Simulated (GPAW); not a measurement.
# A Li chain with a Na atom on top of one atom: transmission at several levels

How well does a Li chain with a Na atom on top of one atom conduct at low bias, and how far do basis and functional move the answer?

Main program and level: GPAW 26.7.0; GPAW LCAO, PAW setups; Landauer transmission from Green's functions with principal layers (ASE), zero bias.

### Step 1. Starting point

The cell holds 12 atoms: 11 Li and 1 Na. Its edges and angles: a = 9.000 Å, b = 9.000 Å, c = 32.450 Å, α = 90.0°, β = 90.0°, γ = 90.0°. Regions: left lead, 5 atoms (5 Li); channel, 2 atoms (1 Li and 1 Na); right lead, 5 atoms (5 Li). Vacuum lies along a and b. The structure is stacked along c, and the current runs across the ab planes.

### Step 2. Double-zeta polarised basis

Localised orbitals split the wire into layers that couple to their neighbours alone, which is what the Green's function method needs; double zeta with polarisation is the usual level for numbers.

Contents of run.py:

```python
import json
import numpy as np
from ase import Atoms
from ase.transport.calculators import TransportCalculator
from gpaw import GPAW, FermiDirac
from gpaw.lcao.tools import get_lcao_hamiltonian
from scipy.linalg import eigh

# The junction with lead layers at both ends, along the third cell vector
device = Atoms(
    ['Li', 'Li', 'Li', 'Li', 'Li', 'Li', 'Na', 'Li', 'Li', 'Li', 'Li', 'Li'],
    positions=[
        [4.50000, 4.50000, 1.47500],
        [4.50000, 4.50000, 4.42500],
        [4.50000, 4.50000, 7.37500],
        [4.50000, 4.50000, 10.32500],
        [4.50000, 4.50000, 13.27500],
        [4.50000, 4.50000, 16.22500],
        [7.52050, 4.50000, 16.22500],
        [4.50000, 4.50000, 19.17500],
        [4.50000, 4.50000, 22.12500],
        [4.50000, 4.50000, 25.07500],
        [4.50000, 4.50000, 28.02500],
        [4.50000, 4.50000, 30.97500]],
    cell=[[9.0, 0.0, 0.0], [0.0, 9.0, 0.0], [0.0, 0.0, 32.45]],
    pbc=True)

# One principal layer of the lead: the first 3 atoms of the device
lead = Atoms(
    ['Li', 'Li', 'Li'],
    positions=[
        [4.50000, 4.50000, 1.47500],
        [4.50000, 4.50000, 4.42500],
        [4.50000, 4.50000, 7.37500]],
    cell=[[9.0, 0.0, 0.0], [0.0, 9.0, 0.0], [0.0, 0.0, 8.85]],
    pbc=True)

settings = dict(mode='lcao', basis='dzp', xc='PBE', h=0.2,
                occupations=FermiDirac(0.1), maxiter=250,
                mixer=dict(beta=0.1, nmaxold=8, weight=100.0),
                convergence=dict(density=0.0001))
energies = np.arange(-2, 2 + 1e-9, 0.05)
eta = 0.0001
n1, n2 = 1, 1
# k and -k transmit alike, so half of the mesh across the current serves
mesh = [(i, j) for i in range(n1) for j in range(n2) if (i, j) <= (-i % n1, -j % n2)]
weights = np.array([1 if (i, j) == (-i % n1, -j % n2) else 2 for i, j in mesh]) / (n1 * n2)

# [... helper functions left out ...]
fermi_lead = ground_state(lead, (1, 1, 13), 'lead.txt')
fermi_device = ground_state(device, (1, 1, 3), 'device.txt')
# [... loop over the mesh left out, but for ...]
        # Shift the lead onto the potential of the device's first layer
        shift = ((H[:, 0, 0] - H0[:, 0, 0]) / S0[0, 0]).real.mean()
# [...]
kT = 8.617333e-5 * 300
bias = [0.1, 0.2, 0.5, 1.0, 1.5, 2.0]
# [... integrals and printing left out ...]
```

On the command line:

```
$ OMP_NUM_THREADS=1 OPENBLAS_NUM_THREADS=1 python run.py
```

The program printed:

```text
basis functions: device 72, principal layer 15
Fermi level: lead -2.7382 eV, device -2.5207 eV; lead shifted by -0.0018 eV
largest coupling past the next layer 1.28e-08 eV, largest misfit of the first layer 0.010 eV
  E-E_F (eV)   T (one spin)  [channel counts left out]
    -2.000    1.1933e-15
    -1.950    1.1719e-15
    -1.900    1.1502e-15
    -1.850    1.1281e-15
    -1.800    1.1059e-15
    -1.750    1.0837e-15
    -1.700    1.0619e-15
    -1.650    1.0415e-15
    -1.600    1.0243e-15
    -1.550    1.0166e-15
    -1.500    1.0481e-15
    -1.450    2.5099e-15
    -1.400    6.8199e-16
    -1.350    7.1971e-16
    -1.300    6.9019e-16
    -1.250    6.3054e-16
[...]
1.650    7.9830e-01
     1.700    7.7181e-01
     1.750    7.3860e-01
     1.800    6.9689e-01
     1.850    6.4446e-01
     1.900    5.7882e-01
     1.950    4.9764e-01
     2.000    3.9996e-01
conductance at 300 K: 0.99291 G0 a cell; thermopower 0.204 uV/K
current from the zero-bias T(E) at 0.1 V: 7.6922 uA
current from the zero-bias T(E) at 0.2 V: 15.379 uA
current from the zero-bias T(E) at 0.5 V: 38.313 uA
current from the zero-bias T(E) at 1.0 V: 71.712 uA
current from the zero-bias T(E) at 1.5 V: 98.331 uA
current from the zero-bias T(E) at 2.0 V: 116.21 uA
```

The job ended after 25 s (1 thread of Arm Neoverse V2, shared host; peak memory 0.98 GiB).

Numbers from this step:

- conductance: 0.9929 G₀
- largest coupling past the next principal layer: 1.28e-8 eV
- largest misfit of the first principal layer: 0.01000 eV
- shift that aligns the lead: -0.001798 eV
- basis functions of the junction: 72
- basis functions of a principal layer: 15
- transmission at the Fermi level (one spin): 0.9932

One spin. Transmission, zone mean against energy, zero at the Fermi level:

```tsv
energy (eV)	transmission, zone mean
-2.00	0
-1.90	0
-1.80	0
-1.70	0
-1.55	0
-1.45	0
-1.35	0
-1.25	0
-1.15	0
-1.05	0
-0.90	2.4e-12
-0.80	7.8e-8
-0.70	0.994
-0.60	0.995
-0.50	0.995
-0.40	0.995
-0.25	0.995
-0.15	0.995
-0.05	0.994
0.00	0.993
0.05	0.992
0.15	0.985
0.25	0.967
0.40	0.803
0.50	0.145
0.60	0.370
0.70	0.719
0.80	0.825
0.90	0.867
1.05	0.893
1.15	0.944
1.25	0.879
1.35	0.875
1.45	0.860
1.55	0.836
1.70	0.772
1.80	0.697
1.90	0.579
2.00	0.400
```

Not self-consistent under bias; the bias window is split evenly. Table of current through one cell, from the zero-bias transmission by bias:

```tsv
bias (V)	current through one cell, from the zero-bias transmission (μA)
0.100	7.69
0.200	15.4
0.500	38.3
1.000	71.7
1.500	98.3
2.000	116
```

Transmission of the three most open eigenchannels against energy, zero at the Fermi level:

```tsv
energy (eV)	channel 1	channel 2 = channel 3
-2.00	0	0
-1.85	0	0
-1.70	0	0
-1.60	0	0
-1.45	0	0
-1.30	0	0
-1.15	0	0
-1.05	0	0
-0.90	2.4e-12	0
-0.75	0.959	0
-0.60	0.995	0
-0.50	0.995	0
-0.35	0.995	0
-0.20	0.995	0
-0.05	0.994	0
0.00	0.993	0
0.05	0.992	0
0.20	0.979	0
0.35	0.900	0
0.50	0.145	0
0.60	0.370	0
0.75	0.786	0
0.90	0.867	0
1.05	0.893	0
1.15	0.944	0
1.30	0.878	0
1.45	0.860	0
1.60	0.819	0
1.70	0.772	0
1.85	0.644	0
2.00	0.400	0
```

Couplings past the next layer reach 1.3e-8 eV, small enough to drop; the matrix elements of the cell's first layer differ from the bulk lead's by up to 0.010 eV. That layer keeps its own values in the calculation, and only beyond it is the lead taken as perfect. The Fermi levels of lead and junction count from different zeros of potential, one for each periodic cell; with both set to zero, the small remaining shift is what aligns them. By hand: G = 0.9929 × 77.48 μS = 76.9 μS, a resistance of 13.0 kΩ; at 0.1 V a linear junction would pass 7.69 μA, and the integral over the bias window gives 7.69 μA.

### Step 3. Single-zeta polarised basis

The second zeta is dropped, the polarisation orbitals stay.

run.py: that of step 2 with these lines changed.

```diff
@@ -37,3 +37,3 @@
 
-settings = dict(mode='lcao', basis='dzp', xc='PBE', h=0.2,
+settings = dict(mode='lcao', basis='szp(dzp)', xc='PBE', h=0.2,
                 occupations=FermiDirac(0.1), maxiter=250,
```

The program printed:

```text
basis functions: device 54, principal layer 12
Fermi level: lead -2.8434 eV, device -2.6118 eV; lead shifted by -0.0022 eV
largest coupling past the next layer 1.26e-08 eV, largest misfit of the first layer 0.011 eV
  E-E_F (eV)   T (one spin)  [channel counts left out]
    -2.000    1.8714e-20
    -1.950    1.7397e-20
    -1.900    1.6152e-20
    -1.850    1.4991e-20
    -1.800    1.3936e-20
    -1.750    1.3026e-20
    -1.700    1.2333e-20
    -1.650    1.2008e-20
    -1.600    1.2438e-20
    -1.550    1.5030e-20
    -1.500    3.1738e-20
    -1.450    2.6506e-18
    -1.400    3.3764e-19
    -1.350    3.5494e-19
    -1.300    7.4433e-19
    -1.250    2.0651e-18
[...]
1.650    8.2260e-01
     1.700    8.0218e-01
     1.750    7.7627e-01
     1.800    7.4342e-01
     1.850    7.0171e-01
     1.900    6.4873e-01
     1.950    5.8166e-01
     2.000    4.9786e-01
conductance at 300 K: 0.99275 G0 a cell; thermopower 0.223 uV/K
current from the zero-bias T(E) at 0.1 V: 7.691 uA
current from the zero-bias T(E) at 0.2 V: 15.376 uA
current from the zero-bias T(E) at 0.5 V: 38.312 uA
current from the zero-bias T(E) at 1.0 V: 72.747 uA
current from the zero-bias T(E) at 1.5 V: 97.679 uA
current from the zero-bias T(E) at 2.0 V: 115.13 uA
```

It took 21 s on 1 thread; peak memory 0.97 GiB.

This step gave:

* conductance: 0.9928 G₀
* largest coupling past the next principal layer: 1.26e-8 eV
* largest misfit of the first principal layer: 0.01087 eV
* shift that aligns the lead: -0.002151 eV
* basis functions of the junction: 54
* basis functions of a principal layer: 12
* transmission at the Fermi level (one spin): 0.9931

One spin. Table of transmission, zone mean by energy, zero at the Fermi level:

energy (eV), transmission, zone mean and a bar:
```
   -2.000      0.000 
   -1.800      0.000 
   -1.600      0.000 
   -1.400      0.000 
   -1.200      0.000 
   -1.000      0.000 
   -0.800      0.000 
   -0.600      0.994 ##############################
   -0.400      0.995 ##############################
   -0.250      0.995 ##############################
   -0.200      0.995 ##############################
    0.000      0.993 ##############################
    0.200      0.978 #############################
    0.400      0.843 #########################
    0.600      0.150 #####
    0.800      0.802 ########################
    1.000      0.890 ###########################
    1.200      0.917 ############################
    1.250      0.934 ############################
    1.400      0.864 ##########################
    1.450      0.865 ##########################
    1.600      0.839 #########################
    1.800      0.743 ######################
    2.000      0.498 ###############
```

Not self-consistent under bias; the bias window is split evenly. The current through one cell, from the zero-bias transmission by bias:

```tsv
bias (V)	current through one cell, from the zero-bias transmission (μA)
0.100	7.69
0.200	15.4
0.500	38.3
1.000	72.7
1.500	97.7
2.000	115
```

The transmission of the three most open eigenchannels by energy, zero at the Fermi level:

```tsv
energy (eV)	channel 1	channel 2 = channel 3
-2.00	0	0
-1.85	0	0
-1.70	0	0
-1.60	0	0
-1.45	0	0
-1.30	0	0
-1.15	0	0
-1.05	0	0
-0.90	0	0
-0.75	0.799	0
-0.60	0.994	0
-0.50	0.994	0
-0.35	0.995	0
-0.20	0.995	0
-0.05	0.994	0
0.00	0.993	0
0.05	0.991	0
0.20	0.978	0
0.35	0.913	0
0.50	0.376	0
0.60	0.150	0
0.75	0.743	0
0.90	0.862	0
1.05	0.898	0
1.15	0.910	0
1.30	0.00156	0
1.45	0.865	0
1.60	0.839	0
1.70	0.802	0
1.85	0.702	0
2.00	0.498	0
```

The conductance equals that of the dzp run to 0.2 %.

### Step 4. Minimal basis

One function for each valence shell of the setup, as for a first survey of a large system.

run.py: that of step 3 with these lines changed.

```diff
@@ -37,3 +37,3 @@
 
-settings = dict(mode='lcao', basis='szp(dzp)', xc='PBE', h=0.2,
+settings = dict(mode='lcao', basis='sz(dzp)', xc='PBE', h=0.2,
                 occupations=FermiDirac(0.1), maxiter=250,
```

The program printed:

```text
basis functions: device 18, principal layer 3
Fermi level: lead -2.6879 eV, device -2.4450 eV; lead shifted by -0.0026 eV
largest coupling past the next layer 1.25e-08 eV, largest misfit of the first layer 0.015 eV
  E-E_F (eV)   T (one spin)  [channel counts left out]
    -2.000    1.7935e-20
    -1.950    2.1181e-20
    -1.900    3.1708e-20
[...]
1.950    9.0705e-01
     2.000    8.8113e-01
conductance at 300 K: 0.96032 G0 a cell; thermopower 1.475 uV/K
current from the zero-bias T(E) at 0.1 V: 7.4359 uA
current from the zero-bias T(E) at 0.2 V: 14.842 uA
current from the zero-bias T(E) at 0.5 V: 36.421 uA
current from the zero-bias T(E) at 1.0 V: 63.108 uA
current from the zero-bias T(E) at 1.5 V: 94.673 uA
current from the zero-bias T(E) at 2.0 V: 130.78 uA
```

Run time: 17 s. Hardware: 1 thread; peak memory 0.92 GiB.

This step gave:

```yaml
conductance: 0.9603 G₀
largest_coupling_past_the_next_principal_layer: 1.25e-8 eV
largest_misfit_of_the_first_principal_layer: 0.01453 eV
shift_that_aligns_the_lead: -0.002580 eV
basis_functions_of_the_junction: 18
basis_functions_of_a_principal_layer: 3
transmission_at_the_fermi_level_one_spin: 0.9621
```

The conductance, 0.960 G₀, lies 3.3 % below that of the dzp run.

### Step 5. RPBE in the dzp basis: xc = "RPBE"

Back in the dzp basis, the functional changes from PBE to RPBE, to set the spread between functionals beside that between bases.

run.py: that of step 4 with these lines changed.

```diff
@@ -37,3 +37,3 @@
 
-settings = dict(mode='lcao', basis='sz(dzp)', xc='PBE', h=0.2,
+settings = dict(mode='lcao', basis='dzp', xc='RPBE', h=0.2,
                 occupations=FermiDirac(0.1), maxiter=250,
```

The program printed:

```text
basis functions: device 72, principal layer 15
Fermi level: lead -2.7220 eV, device -2.4964 eV; lead shifted by -0.0022 eV
largest coupling past the next layer 1.35e-08 eV, largest misfit of the first layer 0.010 eV
  E-E_F (eV)   T (one spin)  [channel counts left out]
    -2.000    1.2690e-15
    -1.950    1.2466e-15
    -1.900    1.2238e-15
[...]
1.950    5.3412e-01
     2.000    4.4016e-01
conductance at 300 K: 0.99366 G0 a cell; thermopower 0.181 uV/K
current from the zero-bias T(E) at 0.1 V: 7.6981 uA
current from the zero-bias T(E) at 0.2 V: 15.391 uA
current from the zero-bias T(E) at 0.5 V: 38.359 uA
current from the zero-bias T(E) at 1.0 V: 72.214 uA
current from the zero-bias T(E) at 1.5 V: 98.507 uA
current from the zero-bias T(E) at 2.0 V: 116.36 uA
```

It took 26 s on 1 thread; peak memory 0.98 GiB.

Numbers from this step:

```
conductance                                    : 0.9937 G₀
largest coupling past the next principal layer : 1.35e-8 eV
largest misfit of the first principal layer    : 0.01041 eV
shift that aligns the lead                     : -0.002174 eV
basis functions of the junction                : 72
basis functions of a principal layer           : 15
transmission at the Fermi level (one spin)     : 0.9939
```

The conductance equals that of the dzp run to 0.2 %.

### Step 6. All levels side by side

Times are for 1 thread of Arm Neoverse V2, shared host. The runs compared:

```tsv
no.	run	conductance (G₀)	time	memory (GiB)
1	dzp	0.9929	25 s	0.98
2	szp	0.9928	21 s	0.97
3	sz	0.9603	17 s	0.92
4	dzp RPBE	0.9937	26 s	0.98
```

### Step 7. The levels side by side

The curves are compared point by point over the common energies.

This step: comparison of transmission and cost over codes and levels (GPAW 26.7.0).

Ladder, by row:

```tsv
step	code	T at the Fermi level (sum over the listed spins)	conductance (G0)	r.m.s. T(E) from the first	wall time (s)	peak memory (GiB)	threads
dzp	GPAW	0.9932	0.9929	0	24.59	0.98	1
szp	GPAW	0.9931	0.9928	0.11	20.99	0.97	1
sz	GPAW	0.9621	0.9603	0.3085	16.53	0.92	1
dzp-RPBE	GPAW	0.994	0.9937	0.01562	25.89	0.98	1
```

The transmission, zone mean, sum over the listed spins by energy, zero at the Fermi level:

```tsv
energy (eV)	dzp	szp	sz	dzp-RPBE
-2.00	0	0	0	0
-1.85	0	0	0	0
-1.70	0	0	0	0
-1.50	0	0	0	0
-1.35	0	0	0	0
-1.20	0	0	2.5e-13	0
-1.05	0	0	1.0e-8	0
-0.90	2.4e-12	7.3e-13	0.984	3.6e-12
-0.70	0.994	0.991	0.981	0.993
-0.55	0.995	0.994	0.983	0.995
-0.40	0.995	0.995	0.983	0.996
-0.25	0.995	0.995	0.982	0.996
-0.10	0.995	0.995	0.974	0.995
0.00	0.993	0.993	0.962	0.994
0.10	0.989	0.989	0.936	0.990
0.25	0.967	0.967	0.817	0.970
0.40	0.803	0.843	0.238	0.827
0.55	0.0475	0.0189	0.472	0.0188
0.70	0.719	0.640	0.866	0.708
0.90	0.867	0.862	0.961	0.866
1.05	0.893	0.898	0.980	0.893
1.15	0.944	0.910	0.988	0.915
1.20	0.870	0.917	0.991	0.827
1.35	0.875	0.847	0.992	0.876
1.50	0.850	0.860	0.942	0.855
1.70	0.772	0.802	0.957	0.786
1.85	0.644	0.702	0.938	0.671
2.00	0.400	0.498	0.881	0.440
```

### Step 8. Density threshold 0.01

The Hamiltonian is taken from the last density. The density threshold is one of the tests that end the cycle; the energy must settle too, so a loose value may not be the test that decides.

This step: GPAW LCAO, PAW setups; Landauer transmission from Green's functions with principal layers (ASE), zero bias (GPAW 26.7.0).

run.py: that of step 5 with these lines changed.

```diff
@@ -37,6 +37,6 @@
 
-settings = dict(mode='lcao', basis='dzp', xc='RPBE', h=0.2,
+settings = dict(mode='lcao', basis='dzp', xc='PBE', h=0.2,
                 occupations=FermiDirac(0.1), maxiter=250,
                 mixer=dict(beta=0.1, nmaxold=8, weight=100.0),
-                convergence=dict(density=0.0001))
+                convergence=dict(density=0.01))
 energies = np.arange(-2, 2 + 1e-9, 0.05)
```

The program printed:

```text
basis functions: device 72, principal layer 15
Fermi level: lead -2.7377 eV, device -2.5192 eV; lead shifted by -0.0018 eV
largest coupling past the next layer 1.28e-08 eV, largest misfit of the first layer 0.010 eV
  E-E_F (eV)   T (one spin)  [channel counts left out]
    -2.000    1.1942e-15
    -1.950    1.1728e-15
    -1.900    1.1510e-15
    -1.850    1.1290e-15
    -1.800    1.1067e-15
    -1.750    1.0846e-15
    -1.700    1.0628e-15
    -1.650    1.0424e-15
    -1.600    1.0254e-15
    -1.550    1.0181e-15
    -1.500    1.0526e-15
    -1.450    3.6808e-15
    -1.400    6.9116e-16
    -1.350    7.2325e-16
    -1.300    6.9276e-16
    -1.250    6.3291e-16
[...]
1.650    7.9820e-01
     1.700    7.7180e-01
     1.750    7.3867e-01
     1.800    6.9701e-01
     1.850    6.4458e-01
     1.900    5.7885e-01
     1.950    4.9744e-01
     2.000    3.9938e-01
conductance at 300 K: 0.99277 G0 a cell; thermopower 0.2137 uV/K
current from the zero-bias T(E) at 0.1 V: 7.6911 uA
current from the zero-bias T(E) at 0.2 V: 15.377 uA
current from the zero-bias T(E) at 0.5 V: 38.305 uA
current from the zero-bias T(E) at 1.0 V: 71.511 uA
current from the zero-bias T(E) at 1.5 V: 98.294 uA
current from the zero-bias T(E) at 2.0 V: 116.19 uA
```

The job ended after 19 s (1 thread; peak memory 0.99 GiB).

The run finished with changed settings (conv = 0.01); it serves as a test.

Side by side:

```tsv
quantity	this run	sound run	difference
conductance (G₀)	0.99277	0.99291	-1.4e-4
largest coupling past the next principal layer (eV)	1.280e-8	1.280e-8	2.0e-12
largest misfit of the first principal layer (eV)	0.0095203	0.010002	-4.8e-4
shift that aligns the lead (eV)	-0.0017737	-0.0017984	2.5e-5
transmission at the Fermi level (one spin)	0.99309	0.99323	-1.4e-4
```

### Step 9. Another change of settings

A last run, with other settings again.

run.py: that of step 8 with these lines changed.

```diff
@@ -27,10 +27,8 @@
 
-# One principal layer of the lead: the first 3 atoms of the device
+# One principal layer of the lead: the first 1 atoms of the device
 lead = Atoms(
-    ['Li', 'Li', 'Li'],
+    ['Li'],
     positions=[
-        [4.50000, 4.50000, 1.47500],
-        [4.50000, 4.50000, 4.42500],
-        [4.50000, 4.50000, 7.37500]],
-    cell=[[9.0, 0.0, 0.0], [0.0, 9.0, 0.0], [0.0, 0.0, 8.85]],
+        [4.50000, 4.50000, 1.47500]],
+    cell=[[9.0, 0.0, 0.0], [0.0, 9.0, 0.0], [0.0, 0.0, 2.95]],
     pbc=True)
@@ -38,5 +36,5 @@
 settings = dict(mode='lcao', basis='dzp', xc='PBE', h=0.2,
-                occupations=FermiDirac(0.1), maxiter=250,
+                occupations=FermiDirac(0.1), maxiter=60,
                 mixer=dict(beta=0.1, nmaxold=8, weight=100.0),
-                convergence=dict(density=0.01))
+                convergence=dict(density=0.0001))
 energies = np.arange(-2, 2 + 1e-9, 0.05)
```

The program printed:

```text
LinAlgError: The leading minor of order 2 of B is not positive definite. The factorization of B could not be completed and no eigenvalues or eigenvectors were computed.
```

It took 23 s on 1 thread; peak memory 0.93 GiB.

The run ended with an error.

The program's message: “LinAlgError: The leading minor of order 2 of B is not positive definite. The factorization of B could not be completed and no eigenvalues or eigenvectors were computed.”

The change that led to it: n_lead = 1 and period = 2.95.

### Step 10. Results

* conductance: 0.993 G₀
* transmission at the Fermi level, mean of the spins: 0.993
* thermopower: about 0 (under 1.5 μV/K)

What this shows: In the dzp basis the junction conducts 0.993 G₀ at 300 K, with T = 0.993 a spin at the Fermi level; the sz basis reaches that conductance within 10 %. At the Fermi level one eigenchannel carries the current (0.99). Measured against the first run (dzp), the nearest curve is that of dzp-RPBE (r.m.s. 0.016) and the farthest that of sz (0.31). Over the compared runs wall time goes from 17 s (sz) to 26 s (dzp-RPBE), on a shared host. The geometry was built from estimated bond lengths and not relaxed, so the numbers describe this model structure. An evenly spaced straight chain is an idealisation: free chains tend to dimerise, zigzag or, where a band edge lies near the Fermi level, turn magnetic. The currents use the zero-bias T(E) throughout, which holds only while the bias is small against the distance to the nearest feature. The energy step is wider than the thermal energy, so the conductance and thermopower rest on interpolation of T(E).

[Logs are printed without paths, hosts, clocks, repeated set-up lines and the standing remarks that a program may print on its own settings, such as how far it seeks lower states.]

[Hosts, paths, dates, database ids (printed as entryN), source tags and the programs' standing remarks are cut or masked in the printed files.]
